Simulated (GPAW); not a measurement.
# Zn2CdS3 (ordered alloy, started on the zincblende lattice) (P3m1): G0W0 on several meshes in GPAW

Aim: the GW shift of Zn2CdS3 (ordered alloy, started on the zincblende lattice) (P3m1) against the k mesh.

Method: LDA and many-body steps on it, plane waves, in GPAW 26.7.0.

The structure was built from a prototype and need not be the compound's stable phase.

## (1) The structure

Symmetry: P3m1, No. 156, trigonal system. Conventional cell: a = 3.832 Å, b = 3.832 Å, c = 9.505 Å, α = 90.00°, β = 90.00°, γ = 120.00°. Nearest to Zn lie 4 S at 2.28 to 2.32 Å. Nearest to S lie 4 Zn at 2.29 to 2.32 Å. Nearest to Zn lie 4 S at 2.29 to 2.33 Å. Nearest to S lie 3 Zn at 2.33 Å and 1 Cd at 2.47 Å. Cd has 4 S at 2.44 to 2.47 Å nearest. Nearest to S lie 1 Zn at 2.28 Å and 3 Cd at 2.44 Å. Farther neighbours and most contacts between anions are not listed.

Structure file:

```cif
data_structure
_symmetry_space_group_name_H-M 'P 1'
_symmetry_Int_Tables_number 1
_cell_length_a 3.8319
_cell_length_b 3.8319
_cell_length_c 9.5054
_cell_angle_alpha 90.000
_cell_angle_beta 90.000
_cell_angle_gamma 120.000
_cell_volume 120.87
loop_
_atom_site_label
_atom_site_type_symbol
_atom_site_fract_x
_atom_site_fract_y
_atom_site_fract_z
_atom_site_occupancy
Zn1 Zn 0.00000 0.00000 0.99069 1
S2 S 0.66667 0.33333 0.91578 1
Zn3 Zn 0.66667 0.33333 0.67481 1
S4 S 0.33333 0.66667 0.59911 1
Cd5 Cd 0.33333 0.66667 0.33920 1
S6 S 0.00000 0.00000 0.23041 1
```

The structure was relaxed with LDA. The structure type comes from a generator and need not be one that this composition takes. The runs that relaxed it are not among those shown.

## (2) Empty states on the mesh, 3×3×2 mesh, 416 bands

This step: GPAW 26.7.0; DFT, LDA, plane waves, PAW.

The sums over transitions need many empty states on a uniform mesh; this step solves for them.

File run.py:

```python
import json
import numpy as np
from gpaw.mpi import world
from gpaw import GPAW

calc = GPAW('gs.gpw').fixed_density(kpts={'size': (3, 3, 2), 'gamma': True},
    parallel={'domain': 1, 'band': 1},
    txt='nscf.txt')
calc.diagonalize_full_hamiltonian(nbands=416)
calc.write('full.gpw', mode='all')
res = {}
kpts = calc.get_ibz_k_points()
res['kpts'] = kpts
res['eigenvalues'] = [calc.get_eigenvalues(kpt=k) for k in range(len(kpts))]
res['n_electrons'] = calc.get_number_of_electrons()

if world.rank == 0:
    with open('result.json', 'w') as f:
        json.dump(res, f, default=lambda x: x.tolist())
```

Command:

```sh
> mpirun -n 4 gpaw python run.py
```

Numbers of over 12 decimals in the logs are rounded to 6 here.

The log of the run:

```text
Diagonalizing LCAO Hamiltonian
Converting LCAO to pw mode
convergence criteria:
- Maximum integral of absolute [eigenst]ate change: 4e-08 eV^2 / valence electron
maximum number of iterations: 100

SCF iterations
|iter     |     time |      energy | eigst |  dens |
|iter:   1|  |             | +1.43 |       |
|iter:   2|  |             | +0.72 |       |
|iter:   3|  |             | +0.13 |       |
[...]
|iter:  48|  |             | -5.05 |       |
|iter:  49|  |             | -5.10 |       |
[... further lines of this kind ...]
|iter:  81|  |             | -7.56c|       |
SCF steps: 81
  __  _  _
 | _ |_)|_||  |
 |__||  | ||/\| - 26.7.0

Input parameters:
  mode=PW(ecut=600.0),
  convergence={'density': 1e-06, 'bands': -3},
  gpts=array([24, 24, 54]),
  kpts=MonkhorstPack(size=(3, 3, 2), gamma=True),
  maxiter=100,
  nbands=36,
  occupations=Occupations(name='fermi-dirac', width=0.001, fixmagmom=False),
  parallel={'domain': 1, 'band': 1},
  xc=XC(name='LDA')
Matrix size: 4063x4063
# Writing to full.gpw (mode='all')
  [... matrices ...]

timing:  # [seconds]
  Total: 133.427  # ━━━━━━━━━━━━━━━━━━━━━━━━━━━━━━━━━━━━━━━━━━━━━━━━━━━━━━━━━
```

Wall time 2.8 min (4 MPI ranks of Arm Neoverse V1, shared host); peak memory 5.4 GiB.

Numbers from this step:

```
gap                                                           : 1.406 eV
k of the valence top                                          : 0, 0, 0
k of the conduction bottom                                    : 0, 0, 0
least direct gap                                              : 1.406 eV
k points computed                                             : 6
lowest point of the top converged band, above the valence top : 115.0470 eV
```

On this mesh the gap is 1.406 eV.

## (3) 3×3×2

G0W0 replaces the xc potential by the self-energy, built once from these orbitals. Only a window of levels is corrected, while the sums run over the empty bands that the input names.

This step: G0W0 on LDA, plane waves, PAW.

File run.py:

```python
import json
import numpy as np
from gpaw.mpi import world
from gpaw.response.g0w0 import G0W0

gw = G0W0('full.gpw',
    filename='gw',
    kpts=[0],
    bands=(25, 29),
    ecut=78,
    nbands=189,
    integrate_gamma='WS',
    ppa=True)
gw.calculate()
res = {mode: {k: v for k, v in r.items() if k != 'sigma_eskwn'}
       for mode, r in gw.all_results.items()}

if world.rank == 0:
    with open('result.json', 'w') as f:
        json.dump(res, f, default=lambda x: x.tolist())
```

Command:

```sh
> mpirun -n 4 gpaw python run.py
```

The log of the run:

```text
Using integrator: PointIntegrator
FrequencyGridDescriptor(from 0.000+0.000j to 0.000+27.211j eV, 2 points)
Nonperiodic BCs:  [False False False]
Using integrator: PointIntegrator
FrequencyGridDescriptor(from 0.000+0.000j to 0.000+27.211j eV, 2 points)
Nonperiodic BCs:  [False False False]
  ___  _ _ _
 |   || | | |
 | | || | | |
 |__ ||_____|
 |___|

BZ k-points: Symmetries present (total): 6

  [... matrices ...]
18 k-points: 3 x 3 x 2 Monkhorst-Pack grid + [0.000000,0.000000,1/4]
6 k-points in the irreducible part of the Brillouin zone
       k-points in crystal coordinates                weights
   0:     0.00000000    0.00000000    0.00000000          1/18
   1:     0.00000000    0.00000000    0.50000000          1/18
   2:     0.33333333    0.00000000    0.00000000          6/18
   3:     0.33333333    0.00000000    0.50000000          6/18
   4:     0.33333333    0.33333333    0.00000000          2/18
   5:     0.33333333    0.33333333    0.50000000          2/18

Distributing spins, k-points and bands (1 x 1 x 4) over 4 processes
Number of blocks: 1

Quasi particle states:
k-points (IBZ indices): [0]
Band range: (25, 29)
  [... matrices ...]
Computational parameters:
Plane wave cut-off: 78 eV
Number of bands: 189
Coulomb cutoff: None
Broadening: 0.1 eV

fxc modes: GW
Kernel: RPA
Using Godby-Needs plasmon-pole approximation:
  Fitting energy: i*E0, E0 = 1.000 Hartree
Summing all q:

Calculating screened Coulomb potential
No Coulomb truncation
FrequencyGridDescriptor(from 0.000+0.000j to 0.000+27.211j eV, 2 points)
Removing empty qpoint cache files...

Calculating chi0 body with:
    Ground state adapter containing:
    Number of spins: 1
    Number of kpoints: 18
    Number of irreducible kpoints: 6
    Number of completely occupied states: 27
    Number of partially occupied states: 27
    Occupied states memory: 12.814453125 M / cpu

    Linear response parametrization:
    q_c: [0.0, 0.0, 0.0]
    Number of frequency points: 2
    Planewave cutoff: 78.0
    Number of bands: 189
    Number of planewaves: 187
    Broadening (eta): 1e-06
    comm.size: 4
    kncomm.size: 4
    blockcomm.size: 1

    Memory estimate of potentially large arrays:
        chi0_wGG: 1.067169 M / cpu
Integrating chi0 body.

Symmetries of q_c:
    Direct symmetries (Uq -> q): 6
    Indirect symmetries (TUq -> q): 6
In total 12 allowed symmetries.

  [... matrices ...]
6 groups of equivalent kpoints. 66.666667% reduction.

Integral kind: response function
Integrating chi0 head and wings.

Symmetries of q_c:
    Direct symmetries (Uq -> q): 6
    Indirect symmetries (TUq -> q): 6
In total 12 allowed symmetries.

  [... matrices ...]
6 groups of equivalent kpoints. 66.666667% reduction.

Integral kind: response function wings

Calculating chi0 body with:
    Ground state adapter containing:
    Number of spins: 1
    Number of kpoints: 18
    Number of irreducible kpoints: 6
    Number of completely occupied states: 27
    Number of partially occupied states: 27
    Occupied states memory: 12.814453125 M / cpu

[... the further q-points ...]

Results:
f:      Occupation numbers
eps:     KS-eigenvalues [eV]
vxc:     KS vxc [eV]
exx:     Exact exchange [eV]
sigma:   Self-energies [eV]
dsigma:  Self-energy derivatives
Z:       Renormalization factors
qp:      QP-energies [eV]

k-point 0 (0): (0.000, 0.000, 0.000)                GW
band       f     eps     vxc     exx   sigma  dsigma       Z      qp
                                                                   GW
  25   1.000   4.268 -19.242 -22.261   2.569  -0.272   0.786   3.915
  26   1.000   4.268 -19.242 -22.261   2.569  -0.272   0.786   3.915
  27   0.000   5.674 -13.849  -9.120  -3.633  -0.232   0.811   6.563
  28   0.000   7.013 -13.725  -8.526  -3.929  -0.235   0.810   8.042
```

Elapsed: 56 s, on 4 MPI ranks; peak memory 2 GiB; 3.7 min of CPU time.

Numbers from this step:

```yaml
g0w0_gap_on_the_points_computed: 2.649 eV
least_direct_g0w0_gap_on_the_computed_points: 2.649 eV
z_at_the_valence_top: 0.7861
z_at_the_conduction_bottom: 0.8114
starting_gap_on_the_mesh: 1.406 eV
k_of_the_valence_top: 0, 0, 0
k_of_the_conduction_bottom: 0, 0, 0
```

The gap on the mesh goes from 1.41 eV to 2.65 eV, a correction of +1.24 eV.

## (4) Empty states on the mesh, 3×3×1 mesh, 199 bands

This step: DFT, LDA, plane waves, PAW.

File run.py:

```python
import json
import numpy as np
from gpaw.mpi import world
from gpaw import GPAW

calc = GPAW('gs.gpw').fixed_density(kpts={'size': (3, 3, 1), 'gamma': True},
    nbands=232,
    convergence={'bands': 199},
    txt='nscf.txt')
calc.write('full.gpw', mode='all')
res = {}
kpts = calc.get_ibz_k_points()
res['kpts'] = kpts
res['eigenvalues'] = [calc.get_eigenvalues(kpt=k) for k in range(len(kpts))]
res['n_electrons'] = calc.get_number_of_electrons()

if world.rank == 0:
    with open('result.json', 'w') as f:
        json.dump(res, f, default=lambda x: x.tolist())
```

Command:

```sh
> mpirun -n 4 gpaw python run.py
```

The log of the run:

```text
Diagonalizing LCAO Hamiltonian
Converting LCAO to pw mode
convergence criteria:
- Maximum integral of absolute [eigenst]ate change: 4e-08 eV^2 / valence electron
maximum number of iterations: 100

SCF iterations
|iter     |     time |      energy | eigst |  dens |
|iter:   1|  |             | +4.45 |       |
|iter:   2|  |             | +3.20 |       |
|iter:   3|  |             | +2.21 |       |
[...]
|iter:  16|  |             | -6.77 |       |
|iter:  17|  |             | -7.17 |       |
|iter:  18|  |             | -7.59c|       |
SCF steps: 18
  __  _  _
 | _ |_)|_||  |
 |__||  | ||/\| - 26.7.0

Input parameters:
  mode=PW(ecut=600.0),
  convergence={'bands': 199},
  gpts=array([24, 24, 54]),
  kpts=MonkhorstPack(size=(3, 3, 1), gamma=True),
  maxiter=100,
  nbands=232,
  occupations=Occupations(name='fermi-dirac', width=0.001, fixmagmom=False),
  parallel={},
  xc=XC(name='LDA')
# Writing to full.gpw (mode='all')
  [... matrices ...]

timing:  # [seconds]
  Total: 0.069  # ━━━━━━━━━━━━━━━━━━━━━━━━━━━━━━━━━━━━━━━━━━━━━━━━━━━━━━━━━━━
```

Elapsed: 43 s, on 4 MPI ranks; peak memory 0.82 GiB.

This step gave:

```yaml
gap: 1.406 eV
k_of_the_valence_top: 0, 0, 0
k_of_the_conduction_bottom: 0, 0, 0
least_direct_gap: 1.406 eV
k_points_computed: 3
lowest_point_of_the_top_converged_band_above_the_valence_top: 64.4825 eV
```

On this mesh the gap is 1.406 eV.

## (5) 3×3×1

This step: G0W0 on LDA, plane waves, PAW.

File run.py:

```python
import json
import numpy as np
from gpaw.mpi import world
from gpaw.response.g0w0 import G0W0

gw = G0W0('full.gpw',
    filename='gw',
    kpts=[0],
    bands=(25, 29),
    ecut=78,
    nbands=189,
    integrate_gamma='WS',
    ppa=True)
gw.calculate()
res = {mode: {k: v for k, v in r.items() if k != 'sigma_eskwn'}
       for mode, r in gw.all_results.items()}

if world.rank == 0:
    with open('result.json', 'w') as f:
        json.dump(res, f, default=lambda x: x.tolist())
```

Command:

```sh
> mpirun -n 4 gpaw python run.py
```

The log of the run:

```text
Using integrator: PointIntegrator
FrequencyGridDescriptor(from 0.000+0.000j to 0.000+27.211j eV, 2 points)
Nonperiodic BCs:  [False False False]
Using integrator: PointIntegrator
FrequencyGridDescriptor(from 0.000+0.000j to 0.000+27.211j eV, 2 points)
Nonperiodic BCs:  [False False False]
  ___  _ _ _
 |   || | | |
 | | || | | |
 |__ ||_____|
 |___|

BZ k-points: Symmetries present (total): 6

  [... matrices ...]
9 k-points: 3 x 3 x 1 Monkhorst-Pack grid
3 k-points in the irreducible part of the Brillouin zone
       k-points in crystal coordinates                weights
   0:     0.00000000    0.00000000    0.00000000          1/9
   1:     0.33333333    0.00000000    0.00000000          6/9
   2:     0.33333333    0.33333333    0.00000000          2/9

Distributing spins, k-points and bands (1 x 1 x 4) over 4 processes
Number of blocks: 1

Quasi particle states:
k-points (IBZ indices): [0]
Band range: (25, 29)
  [... matrices ...]
Computational parameters:
Plane wave cut-off: 78 eV
Number of bands: 189
Coulomb cutoff: None
Broadening: 0.1 eV

fxc modes: GW
Kernel: RPA
Using Godby-Needs plasmon-pole approximation:
  Fitting energy: i*E0, E0 = 1.000 Hartree
Summing all q:

Calculating screened Coulomb potential
No Coulomb truncation
FrequencyGridDescriptor(from 0.000+0.000j to 0.000+27.211j eV, 2 points)
Removing empty qpoint cache files...

Calculating chi0 body with:
    Ground state adapter containing:
    Number of spins: 1
    Number of kpoints: 9
    Number of irreducible kpoints: 3
    Number of completely occupied states: 27
    Number of partially occupied states: 27
    Occupied states memory: 12.814453125 M / cpu

    Linear response parametrization:
    q_c: [0.0, 0.0, 0.0]
    Number of frequency points: 2
    Planewave cutoff: 78.0
    Number of bands: 189
    Number of planewaves: 187
    Broadening (eta): 1e-06
    comm.size: 4
    kncomm.size: 4
    blockcomm.size: 1

    Memory estimate of potentially large arrays:
        chi0_wGG: 1.067169 M / cpu
Integrating chi0 body.

Symmetries of q_c:
    Direct symmetries (Uq -> q): 6
    Indirect symmetries (TUq -> q): 6
In total 12 allowed symmetries.

  [... matrices ...]
3 groups of equivalent kpoints. 66.666667% reduction.

Integral kind: response function
Integrating chi0 head and wings.

Symmetries of q_c:
    Direct symmetries (Uq -> q): 6
    Indirect symmetries (TUq -> q): 6
In total 12 allowed symmetries.

  [... matrices ...]
3 groups of equivalent kpoints. 66.666667% reduction.

Integral kind: response function wings

Calculating chi0 body with:
    Ground state adapter containing:
    Number of spins: 1
    Number of kpoints: 9
    Number of irreducible kpoints: 3
    Number of completely occupied states: 27
    Number of partially occupied states: 27
    Occupied states memory: 12.814453125 M / cpu

[... the further q-points ...]

Results:
f:      Occupation numbers
eps:     KS-eigenvalues [eV]
vxc:     KS vxc [eV]
exx:     Exact exchange [eV]
sigma:   Self-energies [eV]
dsigma:  Self-energy derivatives
Z:       Renormalization factors
qp:      QP-energies [eV]

k-point 0 (0): (0.000, 0.000, 0.000)                GW
band       f     eps     vxc     exx   sigma  dsigma       Z      qp
                                                                   GW
  25   1.000   4.268 -19.242 -22.260   2.628  -0.278   0.783   3.963
  26   1.000   4.268 -19.242 -22.260   2.628  -0.278   0.783   3.963
  27   0.000   5.674 -13.849  -8.972  -3.808  -0.239   0.807   6.536
  28   0.000   7.013 -13.725  -8.529  -3.982  -0.240   0.806   7.992
```

Run time: 23 s. Hardware: 4 MPI ranks; peak memory 1.7 GiB.

Numbers from this step:

```
G0W0 gap on the points computed              : 2.574 eV
least direct G0W0 gap on the computed points : 2.574 eV
Z at the valence top                         : 0.7826
Z at the conduction bottom                   : 0.8069
starting gap on the mesh                     : 1.406 eV
k of the valence top                         : 0, 0, 0
k of the conduction bottom                   : 0, 0, 0
```

Against G0W0 in GPAW (3×3×2 mesh, 189 bands, screening to 78 eV, Godby-Needs plasmon pole), the gap moves by −0.075 eV.

## (6) The runs together

Times are wall times on 4 MPI ranks of Arm Neoverse V1, shared host, good to a factor of about two.

```
  run   mesh  bands  screening cutoff (eV)  DFT gap (eV)  gap on the mesh (eV)  direct (eV)  time
3×3×2  3×3×2    189                     78         1.406                 2.649        2.649  56 s
3×3×1  3×3×1    189                     78         1.406                 2.574        2.574  23 s
```

## (7) Results

```yaml
3x3x2: 2.649 eV
3x3x1: 2.574 eV
known_limits: not at the basis limit; no spin-orbit coupling; coarse k mesh
```

**Reading.** 3×3×1: −0.075 eV against 3×3×2. Bands and cutoff are finite, so the gap is not at the basis limit. The miss can reach some tenths of an eV and take either sign; the mesh is an error of its own. These stock PAW sets were not made for GW. In the G0W0 runs levels were corrected at 1 k point alone, so a gap called «on the mesh» is the least over those, and an edge elsewhere would be missed. The 3×3×2 mesh is coarse for this cell, which bears on the long-range parts of exchange and screening. The many-body steps are scalar-relativistic: spin-orbit coupling is not in them.

[Paths, hosts, dates, memory and timing lines, banners, echoed tables and standing remarks are left out of the program output.]

[Logs are printed without paths, hosts, clocks, repeated set-up lines and the standing remarks that a program may print on its own settings, such as how far it seeks lower states.]

[Runs of the session that timed out or met a known fault of the program may be left out.]

[Hosts, paths, dates, database ids (printed as entryN), source tags and the programs' standing remarks are cut or masked in the printed files.]
